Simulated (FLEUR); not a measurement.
**Cobalt: from parallel to opposed moments**

Does a Heisenberg term describe the cost of turning a moment in Cobalt?

Method: PBE; all-electron FLAPW, Dirac cores, scalar-relativistic bands, in FLEUR MaX-R8.1.

## 1. Starting point

It takes space group P6_3/mmc (No. 194, hexagonal). Conventional cell: a = 2.507 Å, b = 2.507 Å, c = 4.070 Å, α = 90.00°, β = 90.00°, γ = 120.00°. Nearest to Co lie 12 Co at 2.50 to 2.51 Å.

Structure file:

```cif
data_structure
_symmetry_space_group_name_H-M 'P 1'
_symmetry_Int_Tables_number 1
_cell_length_a 2.5074
_cell_length_b 2.5074
_cell_length_c 4.0699
_cell_angle_alpha 90.000
_cell_angle_beta 90.000
_cell_angle_gamma 120.000
_cell_volume 22.16
loop_
_atom_site_label
_atom_site_type_symbol
_atom_site_fract_x
_atom_site_fract_y
_atom_site_fract_z
_atom_site_occupancy
Co1 Co 0.33333 0.66667 0.25000 1
Co2 Co 0.66667 0.33333 0.75000 1
```

## 2. Angle 0°

The parallel arrangement is the zero of the curve.

inpgen writes inp.xml from crystal.txt; cutoffs, mixing, functional, smearing and local orbitals are then set in the file. The k list scf (kpts.xml, not shown) is a Γ-centred 10×10×6 mesh; where the ranks do not divide the number of points, some are split in two of half the weight.

Input file inp.xml:

```
<?xml version="1.0" encoding="UTF-8" standalone="no"?>
<fleurInput fleurInputVersion="0.39">
   <comment>
      Co
   </comment>
   <calculationSetup>
      <cutoffs Kmax="3.6" Gmax="10.8" GmaxXC="10.8" numbands="0"/>
      <scfLoop itmax="90" minDistance="0.00002" maxIterBroyd="15" imix="Anderson" alpha="0.05" precondParam="0.0" spinf="2.0" sdNocoIR="T"/>
      <coreElectrons ctail="F" frcor="F" kcrel="0" coretail_lmax="0"/>
      <xcFunctional name="pbe" relativisticCorrections="F"/>
      <magnetism jspins="2" l_noco="T" l_ss="F">
         <qss>0.0 0.0 0.0</qss>
         <mtNocoParams l_mperp="F" l_mtNocoPot="F" l_relaxSQA="F" mag_mixing_scheme="0" mix_RelaxWeightOffD="1.0" l_constrained="F" mix_constr="1.0"/>
         <sourceFreeMag l_sourceFree="F" l_scaleMag="F" mag_scale="1.0"/>
      </magnetism>
      <soc l_soc="F" theta="0.0" phi="0.0" spav="F"/>
      <expertModes spex="0" secvar="F"/>
      <geometryOptimization l_f="F" forcealpha="1.0" forcemix="BFGS" epsdisp="0.00001" epsforce="0.00001"/>
      <ldaU l_linMix="F" mixParam="0.05" spinf="1.0"/>
   </calculationSetup>
   <cell>
      <bzIntegration valenceElectrons="34.0" mode="hist" fermiSmearingEnergy="0.00036749">
         <kPointListSelection listName="scf"/>
         <xi:include xmlns:xi="http://www.w3.org/2001/XInclude" href="kpts.xml"> </xi:include>
      </bzIntegration>
      <xi:include xmlns:xi="http://www.w3.org/2001/XInclude" href="sym.xml"> </xi:include>
      <bulkLattice scale="1.0">
         <bravaisMatrix>
            <row-1>    4.7382992847653478     0.0000000000188973     0.0000000000000000</row-1>
            <row-2>   -2.3691496423921228     4.1034875513345304     0.0000000000000000</row-2>
            <row-3>    0.0000000000000000     0.0000000000000000     7.6909963545095392</row-3>
         </bravaisMatrix>
      </bulkLattice>
   </cell>
   <atomSpecies>
      <species name="Cobalt (Co2.000" element="Co" atomicNumber="27">
         <mtSphere radius="2.3" gridPoints="761" logIncrement="0.016"/>
         <atomicCutoffs lmax="8" lnonsphr="6"/>
         <electronConfig flipSpins="F">
            <coreConfig>(1s1/2) (2s1/2) (2p1/2) (2p3/2)</coreConfig>
            <valenceConfig>(3s1/2) (3p1/2) (3p3/2) (4s1/2) (3d3/2) (3d5/2)</valenceConfig>
            <stateOccupation state="(3d3/2)" spinUp="1.5" spinDown="1.3"/>
            <stateOccupation state="(3d5/2)" spinUp="3.0" spinDown="1.2"/>
         </electronConfig>
         <energyParameters s="4" p="4" d="3" f="4"/>
         <lo type="SCLO" l="0" n="3" eDeriv="0"/>
         <lo type="SCLO" l="1" n="3" eDeriv="0"/>
      </species>
   </atomSpecies>
   <atomGroups>
      <atomGroup species="Cobalt (Co2.000">
         <relPos label="                   1">1.000/3.000 -1.000/3.000 1.000/4.000</relPos>
         <force calculate="T" relaxXYZ="TTT"/>
         <nocoParams  alpha="0.0" beta="0.0"/>
      </atomGroup>
      <atomGroup species="Cobalt (Co2.000">
         <relPos label="                   2">-1.000/3.000 1.000/3.000 -1.000/4.000</relPos>
         <force calculate="T" relaxXYZ="TTT"/>
         <nocoParams  alpha="0.0" beta="0.0"/>
      </atomGroup>
   </atomGroups>
   <output dos="F" band="F" slice="F">
      <bandDOS minEnergy="-.5*Htr" maxEnergy="0.5*Htr" sigma="0.015" storeEVData="T"/>
      <plotting iplot="0" polar="F">
         <plot TwoD="T" vec1="  1.0  0.0  0.0" vec2="  0.0  1.0  0.0" vec3="  0.0  0.0  1.0" zero="  0.0  0.0  0.0" file="plot"/>
      </plotting>
      <moessbauerParams electricFieldGradient="F" isomerShift="F" coreHyperfine="F" valenceHyperfine="F"/>
   </output>
</fleurInput>
```

Input file crystal.txt:

```
Co
&input film=F cartesian=F /
2.50739999997  0.00000000001  0.00000000000
-1.25369999999  2.17147209742  0.00000000000
0.00000000000  0.00000000000  4.06990000000
1.8897261246
1.0 1.0 1.0

2
27 0.33333333333  0.66666666667  0.25000000000 : 2.000
27 0.66666666667  0.33333333333  0.75000000000 : 2.000

&kpt div1=10 div2=10 div3=6 gamma=T /
```

Run with:

```
$ OMP_NUM_THREADS=1 inpgen -f crystal.txt -nosym -noco > inpgen.log  # inp.xml is then edited as shown
$ OMP_NUM_THREADS=1 mpirun -n 4 fleur_MPI -warn_only > fleur.log
```

The log of the run:

```text
Welcome to FLEUR        (www.flapw.de)
      MaX-Release 8.1          (www.max-centre.eu)
************FLEUR-Warning*****************
Error message: Noco should be used only with LDA
Hint: GGA calculations and l_noco=T can be very error prone due.
Error from PE:0/4
*****************************************

 ========== k-point set info ==========
 Selected k-point list: scf
 k-point list type: mesh
 0 x 0 x 0
 Number of k points: 600

 ------------Calculation Setup---------------------------
 Number of MPI-tasks      :            4
 Number of PE/node        :            4
 Number of OMP-threads    :            1
 k-points in parallel     :            4
 pe's per k-point         :            1
 No of k-point loops      :          150
 Eigenvalue solver        :       lapack
 Number of basis functions:          272
 Approximate size of matrices (H+S) per k-point:         0.009 GB
 --------------------------------------------------------
 Iteration:     1   Distance:       4.15787095 me/bohr^3
 Iteration:     2   Distance:       3.44211896 me/bohr^3
 Iteration:     3   Distance:       1.57658254 me/bohr^3
 Iteration:     4   Distance:       0.40420653 me/bohr^3
 Iteration:     5   Distance:       0.36240589 me/bohr^3
 Iteration:     6   Distance:       0.20889612 me/bohr^3
 Iteration:     7   Distance:       0.17331075 me/bohr^3
 Iteration:     8   Distance:       0.08025857 me/bohr^3
 Iteration:     9   Distance:       0.06148591 me/bohr^3
 Iteration:    10   Distance:       0.05065777 me/bohr^3
 Iteration:    11   Distance:       0.01573654 me/bohr^3
 Iteration:    12   Distance:       0.01224971 me/bohr^3
 Iteration:    13   Distance:       0.00355143 me/bohr^3
 Iteration:    14   Distance:       0.00086413 me/bohr^3
 Iteration:    15   Distance:       0.00100908 me/bohr^3
 Iteration:    16   Distance:       0.00097273 me/bohr^3
 Iteration:    17   Distance:       0.00024317 me/bohr^3
 Iteration:    18   Distance:       0.00010854 me/bohr^3
 Iteration:    19   Distance:       0.00008758 me/bohr^3
 Iteration:    20   Distance:       0.00003383 me/bohr^3
 Iteration:    21   Distance:       0.00004417 me/bohr^3
 Iteration:    22   Distance:       0.00002558 me/bohr^3
 Iteration:    23   Distance:       0.00001197 me/bohr^3

 ********************************************************************
 Run finished successfully
 Stop message:
   all done
 ********************************************************************

--- out.xml (last complete iteration) ---
<iteration numberForCurrentRun="   23" overallNumber="   23">
         [... left out ...]
         <bandgap value="0.0000000000" units="eV"/>
         <sumValenceSingleParticleEnergies value="-29.4942866042" units="Htr"/>
         <FermiEnergy value="0.3459039478" units="Htr"/>
         <valenceDensity>
            <mtCharges spin="1">
               <mtCharge atomType="1" total="8.8938754" s="1.2119677" p="3.1888464" d="4.4730362" f="0.0149582"/>
               <mtCharge atomType="2" total="8.8938752" s="1.2119677" p="3.1888464" d="4.4730359" f="0.0149582"/>
            </mtCharges>
            <mtCharges spin="2">
               <mtCharge atomType="1" total="7.1699226" s="1.2211569" p="3.2325121" d="2.6973635" f="0.0144885"/>
               <mtCharge atomType="2" total="7.1699228" s="1.2211569" p="3.2325120" d="2.6973639" f="0.0144885"/>
            </mtCharges>
            <spinDependentCharge spin="1" total="18.6617784" interstitial="0.8740278" mtSpheres="17.7877506"/>
            <spinDependentCharge spin="2" total="15.3382216" interstitial="0.9983762" mtSpheres="14.3398454"/>
            <totalCharge value="34.0000000000"/>
         </valenceDensity>
         [... left out ...]
         <magneticMomentsInMTSpheres units="muBohr">
            <globalMagMoment atomType="1" vec="0.00000   0.00000   1.72395"/>
            <localMagMoment atomType="1" vec="0.00000   0.00000   1.72395"/>
            <globalMagMoment atomType="2" vec="0.00000   0.00000   1.72395"/>
            <localMagMoment atomType="2" vec="0.00000   0.00000   1.72395"/>
         </magneticMomentsInMTSpheres>
         [... left out ...]
         <totalEnergy value="    -2786.9522676018" units="Htr">
            <sumOfEigenvalues value="    -1604.7158576672">
               <coreElectrons value="-1575.2215710630"/>
               <valenceElectrons value="-29.4942866042"/>
            </sumOfEigenvalues>
            <densityCoulombPotentialIntegral value="-4277.8653009969"/>
            <densityEffectivePotentialIntegral value="-4432.9075065481"/>
            <chargeDenXCDenIntegral value="-119.3943869917"/>
            <FockExchangeEnergyValence value="0.0000000000"/>
            <FockExchangeEnergyCore value="0.0000000000"/>
         [... left out ...]
            <tkbTimesEntropy value="0.0000359651"/>
            <freeEnergy value="-2786.9523035669"/>
            <extrapolationTo0K value="-2786.9522855843"/>
         </totalEnergy>
         <densityConvergence units="me/bohr^3">
            <chargeDensity distance="0.0000024187"/>
            <overallChargeDensity distance="0.0000024187"/>
            <Magnetization direction="mz" distance="0.0000119702"/>
            <Magnetization direction="mx,my" distance="0.0000000000"/>
         </densityConvergence>
      </iteration>
```

Elapsed: 4.3 min, on 4 MPI ranks of Arm Neoverse V1, shared host; peak memory 0.66 GiB.

This step gave:

```yaml
free_energy: -75836.8356 eV
program_s_band_gap_on_this_mesh_in_a_metal_only_a_level_spacing: 0 eV
final_state: ferromagnetic
largest_moment: 1.724 μB
```

After 23 cycles the largest moment stands at 1.72 μB.

## 3. Angle 30°

The spin axis of the sphere of atom 2 is set by beta, and so in every cell: a whole sublattice turns. Inside each sphere the magnetisation stays along its axis, and between the spheres it is free.

inp.xml, as its differences from that of step 2:

```diff
@@ -58,3 +58,3 @@
          <force calculate="T" relaxXYZ="TTT"/>
-         <nocoParams  alpha="0.0" beta="0.0"/>
+         <nocoParams  alpha="0.0" beta="0.5235988"/>
       </atomGroup>
```

crystal.txt is that of step 2.

The log of the run:

```text
[banner, memory and clock lines left out]
Welcome to FLEUR        (www.flapw.de)
      MaX-Release 8.1          (www.max-centre.eu)
************FLEUR-Warning*****************
Error message: Noco should be used only with LDA
Hint: GGA calculations and l_noco=T can be very error prone due.
Error from PE:0/4
*****************************************

 ========== k-point set info ==========
 Selected k-point list: scf
 k-point list type: mesh
 0 x 0 x 0
 Number of k points: 600

 [... set-up left out ...]
 Iteration:     1   Distance:       4.17689131 me/bohr^3
 Iteration:     2   Distance:       3.45286216 me/bohr^3
 Iteration:     3   Distance:       1.62079254 me/bohr^3
 Iteration:     4   Distance:       0.32938736 me/bohr^3
 Iteration:     5   Distance:       0.32064590 me/bohr^3
 Iteration:     6   Distance:       0.16979988 me/bohr^3
 Iteration:     7   Distance:       0.13883600 me/bohr^3
 Iteration:     8   Distance:       0.05933025 me/bohr^3
[... lines left out ...]
 Iteration:    16   Distance:       0.00027252 me/bohr^3
 Iteration:    17   Distance:       0.00024248 me/bohr^3
 Iteration:    18   Distance:       0.00017389 me/bohr^3
 Iteration:    19   Distance:       0.00008589 me/bohr^3
 Iteration:    20   Distance:       0.00002118 me/bohr^3
 Iteration:    21   Distance:       0.00000251 me/bohr^3

 ********************************************************************
 Run finished successfully
 Stop message:
   all done
 ********************************************************************

--- out.xml (last complete iteration) ---
<iteration numberForCurrentRun="   21" overallNumber="   21">
         [... left out ...]
         <bandgap value="0.0000000000" units="eV"/>
         <sumValenceSingleParticleEnergies value="-29.4948724892" units="Htr"/>
         <FermiEnergy value="0.3455684976" units="Htr"/>
         [... left out ...]
         <magneticMomentsInMTSpheres units="muBohr">
            <globalMagMoment atomType="1" vec="0.00000   0.00000   1.72113"/>
            <globalMagMoment atomType="2" vec="0.86057   0.00000   1.49055"/>
         </magneticMomentsInMTSpheres>
         [... left out ...]
         <totalEnergy value="    -2786.9510780568" units="Htr">
            <sumOfEigenvalues value="    -1604.7181913300">
               <coreElectrons value="-1575.2233188408"/>
               <valenceElectrons value="-29.4948724892"/>
            </sumOfEigenvalues>
         [... left out ...]
            <freeEnergy value="-2786.9511050314"/>
            <extrapolationTo0K value="-2786.9510915441"/>
         </totalEnergy>
         <densityConvergence units="me/bohr^3">
            <chargeDensity distance="0.0000017767"/>
            <overallChargeDensity distance="0.0000017767"/>
            <Magnetization direction="mz" distance="0.0000025111"/>
            <Magnetization direction="mx,my" distance="0.0000010624"/>
         </densityConvergence>
      </iteration>
```

Wall time 4 min (4 MPI ranks); peak memory 0.66 GiB.

Numbers from this step:

```
free energy                                                       : -75836.8030 eV
program's band gap on this mesh (in a metal only a level spacing) : 0 eV
final state                                                       : non-collinear
largest moment                                                    : 1.721 μB
```

The turned moment is 1.72 μB, and the energy lies +32.6 meV a cell from the first angle.

## 4. Angle 60°

inp.xml, as its differences from that of step 3:

```diff
@@ -58,3 +58,3 @@
          <force calculate="T" relaxXYZ="TTT"/>
-         <nocoParams  alpha="0.0" beta="0.5235988"/>
+         <nocoParams  alpha="0.0" beta="1.0471976"/>
       </atomGroup>
```

crystal.txt is that of step 3.

The log of the run:

```text
[banner, memory and clock lines left out]
Welcome to FLEUR        (www.flapw.de)
      MaX-Release 8.1          (www.max-centre.eu)
************FLEUR-Warning*****************
Error message: Noco should be used only with LDA
Hint: GGA calculations and l_noco=T can be very error prone due.
Error from PE:0/4
*****************************************

 ========== k-point set info ==========
 Selected k-point list: scf
 k-point list type: mesh
 0 x 0 x 0
 Number of k points: 600

 [... set-up left out ...]
 Iteration:     1   Distance:       4.21211420 me/bohr^3
[...]
<coreElectrons value="-1575.2276690882"/>
               <valenceElectrons value="-29.4925273203"/>
            </sumOfEigenvalues>
         [... left out ...]
            <freeEnergy value="-2786.9476847885"/>
            <extrapolationTo0K value="-2786.9476718327"/>
         </totalEnergy>
         <densityConvergence units="me/bohr^3">
            <chargeDensity distance="0.0000120018"/>
            <overallChargeDensity distance="0.0000120018"/>
            <Magnetization direction="mz" distance="0.0000154162"/>
            <Magnetization direction="mx,my" distance="0.0000016206"/>
         </densityConvergence>
      </iteration>
```

Elapsed: 3.7 min, on 4 MPI ranks; peak memory 0.67 GiB; 15 min of CPU time.

Spin moment in the muffin-tin sphere by atom:

```
atom  x (μB)  y (μB)  z (μB)  size
 Co1    0.00    0.00    1.68  1.68
 Co2    1.46    0.00    0.84  1.68
```

Numbers from this step:

* free energy: -75836.7099 eV
* program's band gap on this mesh (in a metal only a level spacing): 0 eV
* final state: non-collinear

The turned moment is 1.68 μB, and the energy lies +125.7 meV a cell from the first angle.

## 5. Angle 90°

inp.xml, as its differences from that of step 4:

```diff
@@ -58,3 +58,3 @@
          <force calculate="T" relaxXYZ="TTT"/>
-         <nocoParams  alpha="0.0" beta="1.0471976"/>
+         <nocoParams  alpha="0.0" beta="1.5707963"/>
       </atomGroup>
```

crystal.txt is that of step 4.

The log of the run:

```text
[banner, memory and clock lines left out]
Welcome to FLEUR        (www.flapw.de)
      MaX-Release 8.1          (www.max-centre.eu)
************FLEUR-Warning*****************
Error message: Noco should be used only with LDA
Hint: GGA calculations and l_noco=T can be very error prone due.
Error from PE:0/4
*****************************************

 ========== k-point set info ==========
 Selected k-point list: scf
 k-point list type: mesh
 0 x 0 x 0
 Number of k points: 600

 [... set-up left out ...]
 Iteration:     1   Distance:       4.38072547 me/bohr^3
[...]
<coreElectrons value="-1575.2376150020"/>
               <valenceElectrons value="-29.4892183545"/>
            </sumOfEigenvalues>
         [... left out ...]
            <freeEnergy value="-2786.9428280050"/>
            <extrapolationTo0K value="-2786.9428038843"/>
         </totalEnergy>
         <densityConvergence units="me/bohr^3">
            <chargeDensity distance="0.0000127059"/>
            <overallChargeDensity distance="0.0000127059"/>
            <Magnetization direction="mz" distance="0.0000112727"/>
            <Magnetization direction="mx,my" distance="0.0000029929"/>
         </densityConvergence>
      </iteration>
```

Wall time 4.3 min (4 MPI ranks); peak memory 0.66 GiB; 17 min of CPU time.

Numbers from this step:

- free energy: -75836.5777 eV
- program's band gap on this mesh (in a metal only a level spacing): 0 eV
- final state: non-collinear
- largest moment: 1.586 μB

The turned moment is 1.59 μB, and the energy lies +257.8 meV a cell from the first angle.

## 6. Angle 120°

inp.xml, as its differences from that of step 5:

```diff
@@ -58,3 +58,3 @@
          <force calculate="T" relaxXYZ="TTT"/>
-         <nocoParams  alpha="0.0" beta="1.5707963"/>
+         <nocoParams  alpha="0.0" beta="2.0943951"/>
       </atomGroup>
```

crystal.txt is that of step 5.

The log of the run:

```text
[banner, memory and clock lines left out]
Welcome to FLEUR        (www.flapw.de)
      MaX-Release 8.1          (www.max-centre.eu)
************FLEUR-Warning*****************
Error message: Noco should be used only with LDA
Hint: GGA calculations and l_noco=T can be very error prone due.
Error from PE:0/4
*****************************************

 ========== k-point set info ==========
 Selected k-point list: scf
 k-point list type: mesh
 0 x 0 x 0
 Number of k points: 600

 [... set-up left out ...]
 Iteration:     1   Distance:       5.33724757 me/bohr^3
[...]
<coreElectrons value="-1575.2688094453"/>
               <valenceElectrons value="-29.5036911769"/>
            </sumOfEigenvalues>
         [... left out ...]
            <freeEnergy value="-2786.9381998366"/>
            <extrapolationTo0K value="-2786.9381631479"/>
         </totalEnergy>
         <densityConvergence units="me/bohr^3">
            <chargeDensity distance="0.0000078380"/>
            <overallChargeDensity distance="0.0000078380"/>
            <Magnetization direction="mz" distance="0.0000132444"/>
            <Magnetization direction="mx,my" distance="0.0000002545"/>
         </densityConvergence>
      </iteration>
```

Elapsed: 5.4 min, on 4 MPI ranks; peak memory 0.67 GiB.

Read from the output:

| Quantity | Value |
| --- | --- |
| free energy | -75836.4518 eV |
| program's band gap on this mesh (in a metal only a level spacing) | 0.003189 eV |
| final state | non-collinear |
| largest moment | 1.422 μB |

The turned moment is 1.42 μB, and the energy lies +383.8 meV a cell from the first angle.

(Part 1 of 2 ends here.)

[Logs and program files are shortened in this print: banners, set-up blocks, solver, clock and traceback lines can be left out without a mark of their own.]

[Logs are printed without paths, hosts, clocks, repeated set-up lines and the standing remarks that a program may print on its own settings, such as how far it seeks lower states.]

[Hosts, paths, dates, database ids (printed as entryN), source tags and the programs' standing remarks are cut or masked in the printed files.]

[Where a cell is said to come from a database of computed structures, the database is the Materials Project.]
